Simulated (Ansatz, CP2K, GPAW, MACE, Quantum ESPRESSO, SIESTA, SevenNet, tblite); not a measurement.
# Ta2H10C4Cl8O3 (P2_1/c) (108 atoms) in tblite

Aim: run Ta2H10C4Cl8O3 (P2_1/c) (108 atoms) in tblite and see how near its forces come to a plane-wave reference, and at what cost.

Program: tblite 0.8.0. Level of theory: the method is named at each step. Results are calculated unless marked as measured.

**1. Starting point**

The cell holds 108 atoms: 8 Ta, 40 H, 16 C, 32 Cl and 12 O. Cell: a = 6.639 Å, b = 26.008 Å, c = 10.653 Å, α = 90.0°, β = 114.3°, γ = 90.0°. It derives from Ta2H10C4Cl8O3 (P2_1/c), repeated 1×1×1. Ta2H10C4Cl8O3, space group P2_1/c, structure from the Crystallography Open Database, 1 x 1 x 1 conventional cells; every coordinate displaced by a Gaussian of 0.02 Å; bonds to H set to neutron lengths (C-H 1.089, N-H 1.015, O-H 0.983, B-H 1.19 Å) where the listed ones are shorter. Then every atom was moved at random, 0.05 Å r.m.s. a Cartesian component (hydrogen 0.6 of that).

The yardstick, on the same geometry:

```
method                                           : Kohn-Sham DFT, PBE, SSSP efficiency 1.3.0 pseudopotentials, plane waves (Quantum ESPRESSO 7.5); sssp-pbe-1.3.0-efficiency, cutoffs 60/480 Ry, Γ point
r.m.s. force component                           : 2.006 eV/Å
longest force                                    : 11.92 eV/Å
pressure                                         : 4.304 GPa
gap (highest filled to lowest empty level) : 2.146 eV
time                                             : 11 min on 4 MPI ranks of Arm Neoverse V1, shared host
CPU time                                         : 44 min
```

**2. GFN1-xTB**

Method: GFN1-xTB tight binding, diagonalisation.

Input file run.py:

```python
import numpy as np
from ase.io import read
from tblite.ase import TBLite

atoms = read("structure.xyz")
atoms.calc = TBLite(method="GFN1-xTB", electronic_temperature=580, accuracy=1.0, max_iterations=250, mixer_damping=0.1, verbosity=1)
energy = atoms.get_potential_energy()
forces = atoms.get_forces()
print(f"energy {energy:.6f} eV")
print("forces (eV/A)")
for i, (a, f) in enumerate(zip(atoms, forces)):
    print(f"{i:4d} {a.symbol:2s} {f[0]:10.5f} {f[1]:10.5f} {f[2]:10.5f}")
stress = -atoms.get_stress(voigt=False) * 160.21766
print("stress (GPa, compression positive)")
for row in stress:
    print(" ".join(f"{x:10.4f}" for x in row))
print("charges (e)")
print(np.array2string(atoms.get_charges(), precision=4, suppress_small=True, max_line_width=110, threshold=100000))
```

Input file structure.xyz:

```xyz
108
Lattice="6.63880 0.00000 0.00000 0.00000 26.00830 0.00000 -4.37581 0.00000 9.71248" Properties=species:S:1:pos:R:3 pbc="T T T"
Ta 2.20627 23.28445 1.57196
Ta 2.16407 10.20228 3.22406
Ta 0.12604 2.81748 8.11808
Ta -0.04897 15.81383 6.44180
Ta 1.19490 22.35491 5.08847
Ta -1.06461 9.32189 9.41741
Ta 1.11759 3.61775 4.56292
Ta 3.32022 16.76937 0.21125
H 1.74428 25.85017 5.77611
H -1.70709 12.80779 8.73599
H 0.55233 0.18830 3.87722
H 3.92276 13.18829 0.95037
H 2.87864 24.95704 4.71240
H 1.54720 11.96668 0.11694
H -0.61759 1.07388 4.95327
H 0.66750 14.04864 9.62536
H 3.42626 25.33286 6.33759
H -3.31016 12.43665 8.22113
H -1.15616 0.54071 3.42054
H 5.59578 13.54096 1.49902
H 0.84497 24.53181 7.77795
H -0.61589 11.54352 6.77416
H 1.43854 1.55348 1.93230
H 2.91741 14.45775 2.92278
H 2.43282 24.51412 8.27105
H -2.40327 11.53312 6.33730
H -0.18782 1.52903 1.41550
H 4.62841 14.56647 3.42559
H 2.44930 22.09093 8.32126
H -2.45308 9.04855 6.23522
H -0.11500 3.92465 1.43453
H 4.62606 17.04870 3.41209
H 1.12043 22.58301 9.23511
H -1.00893 9.54635 5.33604
H 1.23007 3.47471 0.56973
H 3.21104 16.42502 4.37217
H 1.03493 19.84901 7.64382
H -0.90777 6.90963 6.95093
H 1.28932 6.17255 1.97396
H 3.24363 19.09477 2.85178
H -0.66027 20.30728 7.27436
H 0.72464 7.23291 7.39168
H 2.93476 5.77098 2.50572
H 1.52905 18.85108 2.35838
H -0.04055 20.69480 8.80378
H 0.17151 7.67947 5.77193
H 2.30110 5.30335 0.93240
H 2.06559 18.35900 3.99125
C 2.51919 25.14274 5.78165
C -2.60451 12.07773 8.70899
C -0.37330 0.80730 3.98387
C 4.74827 14.00105 0.95678
C 1.70426 23.93804 7.77465
C -1.55532 10.83610 6.88683
C 0.48775 2.13008 2.05574
C 3.86564 15.12903 2.86810
[... 48 atom lines left out ...]
O 0.63809 21.81680 7.20316
O -0.58599 8.89744 7.25581
O 1.65917 4.10801 2.45124
O 2.81671 17.11190 2.42220
```

Command:

```console
OMP_NUM_THREADS=1 python run.py > output.txt
```

The log of the run:

```text
------------------------------------------------------------
  cycle        total energy    energy error   density error
------------------------------------------------------------
      1     -263.7115775929  -2.6468271E+02   6.6699104E-01
      2     -264.4453967926  -7.3381920E-01   5.7517043E-01
      3     -261.9808247926   2.4645720E+00   4.0495552E-01
      4     -242.3917172937   1.9589107E+01   8.0078987E-01
      5     -239.2940658317   3.0976515E+00   8.0656093E-01
      6     -242.3583707993  -3.0643050E+00   7.8263589E-01
      7     -249.1886640191  -6.8302932E+00   6.0405898E-01
      8     -254.0274322146  -4.8387682E+00   4.5120068E-01
      9     -257.0651770172  -3.0377448E+00   3.8425937E-01
     10     -257.2787639060  -2.1358689E-01   3.7705025E-01
     11     -257.1289487626   1.4981514E-01   3.8104572E-01
     12     -257.0222349441   1.0671382E-01   3.6502620E-01
     13     -265.7603743883  -8.7381394E+00   8.1938080E-02
     14     -265.7233306598   3.7043728E-02   1.0639905E-01
     15     -265.7832725806  -5.9941921E-02   8.1655695E-02
     16     -265.7792194063   4.0531743E-03   8.2227282E-02
     17     -265.8225733125  -4.3353906E-02   4.7362818E-02
     18     -265.8195284064   3.0449061E-03   4.5629658E-02
     19     -265.8459269941  -2.6398588E-02   4.0623592E-02
     20     -265.8575585055  -1.1631511E-02   3.5061588E-02
     21     -265.8702480250  -1.2689520E-02   2.6122653E-02
     22     -265.8871886908  -1.6940666E-02   1.4506405E-02
     23     -265.8882398603  -1.0511696E-03   1.2595752E-02
     24     -265.8925986268  -4.3587665E-03   6.4642974E-03
[...]
36     -265.8942118868  -1.1286364E-06   2.5057816E-04
     37     -265.8942141273  -2.2405265E-06   1.3769360E-04
     38     -265.8942145939  -4.6657431E-07   9.5023497E-05
     39     -265.8942149390  -3.4507599E-07   6.5556076E-05
     40     -265.8942151494  -2.1037550E-07   4.1563944E-05
     41     -265.8942151677  -1.8313756E-08   2.8025789E-05
     42     -265.8942151711  -3.3876404E-09   2.4330133E-05
     43     -265.8942151756  -4.5190518E-09   1.7386565E-05
------------------------------------------------------------
 total:                                   6.516 sec
energy -7235.350131 eV
forces (eV/A)
   0 Ta    0.07058   -1.54270    1.47033
   1 Ta    1.42806    0.07880   -0.49160
   2 Ta   -1.33110   -1.30939   -1.28160
   3 Ta    0.24832   -0.26110    0.66043
   4 Ta   -1.87391   -1.11591    1.36726
   5 Ta    0.37142    0.85538    0.55216
   6 Ta   -0.04165    1.33295    1.52260
   7 Ta   -0.54517   -1.04416    1.32303
   8 H    -0.82016    1.03574    0.36760
   9 H    -1.19119   -0.93780   -0.38662
  10 H    -1.02443    0.35523    0.14460
  11 H     0.90966    0.63906    0.11322
  12 H    -0.76385   -0.25203    1.30357
  13 H    -0.10728   -0.13961   -1.46955
  14 H    -0.41193    0.33689    1.95456
  15 H     0.12482    0.72289   -0.25708
  16 H     0.07952    0.80991    0.32538
  17 H    -6.59444    2.70416   -4.83139
  18 H    -2.72588   -1.03373   -2.16328
  19 H    -0.12094    0.48274    0.17337
  20 H    -2.27680    0.90989    0.70952
  21 H    -1.21326   -1.69703    0.69475
  22 H     0.08877    0.09285    0.42465
  23 H     0.94690    1.14788    0.04227
[...]
100 O     1.68639    1.02757   -3.78362
 101 O    -0.02446    2.36130   -0.81447
 102 O    -2.28599   -3.65310    3.54793
 103 O    -0.59241    4.07797    1.22980
 104 O     1.30136    1.34366    3.23065
 105 O     0.25035   -2.81051    0.13090
 106 O    -1.14694    0.89487   -0.29644
 107 O     0.31421    0.37438    1.21011
stress (GPa, compression positive)
   -0.5204    -0.9595     0.2160
   -0.9595    -0.5762     0.4151
    0.2160     0.4151    -1.0021
charges (e)
[ 1.4799  1.4968  1.511   1.5264  1.6676  1.7     1.6901  1.6337  0.0582  0.0472  0.0681  0.0212  0.0697
  0.0728  0.096   0.0599  0.0783  0.0803  0.087   0.0483  0.0644  0.0692  0.0451  0.0701  0.0602  0.0542
  0.0557  0.0686  0.0695  0.0702  0.0774  0.0762  0.0612  0.0607  0.0696  0.0766  0.0507  0.0777  0.0595
  0.0493  0.0664  0.0737  0.081   0.0658  0.0612  0.0669  0.0518  0.0462  0.1525  0.1653  0.1522  0.1877
  0.1831  0.1865  0.2048  0.1927  0.1689  0.1904  0.1664  0.171   0.1575  0.1431  0.1556  0.1595 -0.319
 -0.2747 -0.4439 -0.3902 -0.3147 -0.3794 -0.4318 -0.4003 -0.3654 -0.4891 -0.4291 -0.3952 -0.4575 -0.4599
 -0.2461 -0.3456 -0.3376 -0.2472 -0.3522 -0.3617 -0.4664 -0.455  -0.3842 -0.4369 -0.3392 -0.4005 -0.3756
 -0.3622 -0.3241 -0.3236 -0.3655 -0.2473 -0.6621 -0.6548 -0.6669 -0.6552 -0.4269 -0.423  -0.4354 -0.4013
 -0.428  -0.4511 -0.4477 -0.4555]
```

The job ended after 7.1 s (1 thread of Arm Neoverse V1, shared host; peak memory 0.18 GiB).

Banners, paths, timers and routine set-up lines are dropped from the logs unmarked, and long logs keep their key lines alone; longer cuts are marked.

Numbers from this run, and their distance from the reference:

```yaml
r_m_s_force_component: 1.944 eV/Å
r_m_s_difference_of_force_components: 495.7 meV/Å
longest_difference_of_force_vectors: 3028 meV/Å
force_difference_over_r_m_s_force: 24.72 %
slope_of_forces_against_the_reference_s: 0.9394
correlation_of_force_components: 0.969
pressure: -0.6996 GPa
pressure_difference: -5.004 GPa
```

Length of the force difference by element (eV/Å):

```
element  atoms  mean  most
      C     16  0.94   1.5
     Cl     32  0.50   1.2
      H     40  0.14  0.33
      O     12  0.93   2.4
     Ta      8   2.0   3.0
```

A closer look about C50, which bears the longest force: 9 atoms, nearest first, numbered in the order of the input, with positions taken from that point.

```
atom      x      y      z  distance (Å)  bonds  Mulliken charge (e)     Fx     Fy  Fz (eV/Å)
 C50   0.00   0.00   0.00          0.00      4                 0.17   8.87  -3.58       6.56
 H18  -0.71   0.36  -0.49          0.93      1                 0.08  -6.59   2.70      -4.83
 H14  -0.22  -0.11   1.12          1.15      1                 0.07  -0.11  -0.14      -1.47
 H10   0.90   0.73   0.03          1.16      1                 0.05  -1.19  -0.94      -0.39
O102   0.56  -1.34  -0.43          1.52      3                -0.42  -0.02   2.36      -0.81
 H26   0.20  -0.54  -2.37          2.44      1                 0.05   1.73  -1.70       0.91
 C54   1.05  -1.24  -1.82          2.44      4                 0.19  -2.42   6.64       0.23
 H22   1.99  -0.53  -1.93          2.83      1                 0.07  -1.21  -1.70       0.69
 H12   2.15   1.11   1.95          3.11      1                 0.02   0.91   0.64       0.11
```

Atoms are counted from 1 here, from 0 in the log.

Forces lie 25 % from the reference's, at 0.0027 times its CPU time (on 1 against 4 cores).

**3. What came out**

| Property | Result |
| --- | --- |
| force difference from the reference | tblite GFN1-xTB, 25 % |
| its CPU time | 7 s |

What this shows: Tight binding differs by 25 % (tblite GFN1-xTB); it is another model, with fitted parameters of its own, and the xTB methods hold dispersion. One electronic-structure run takes under half the reference's CPU time: tblite GFN1-xTB, at 25 % in 7 s against 44 min; its pressure misses by -5.0 GPa. Periodic xTB results under one method name differ between programs and library versions. The reference's pressure holds the uncorrected Pulay stress of its 60 Ry basis, so small pressure differences, and their order, may be the reference's own error. The reference's PBE has no dispersion term, which matters for the binding between molecules or layers. The published positions, changed by the recipe (random displacements or longer bonds to H), lie far from the minimum at this level of theory. The reference's pressure of 4.3 GPa belongs to a cell and atoms that aren't relaxed at this level. The electronic-structure runs sample only Γ, in a cell whose shortest periodic width is 6 Å. Spin–orbit coupling is left out, which matters for the levels of the heavy elements.

[Also dropped from logs without a mark: logging warnings of Python, and SIESTA's first energy breakdown and zero terms.]

[Logs are printed without paths, hosts, clocks, repeated set-up lines and the standing remarks that a program may print on its own settings, such as how far it seeks lower states.]

[Hosts, paths, dates, database ids (printed as entryN), source tags and the programs' standing remarks are cut or masked in the printed files.]
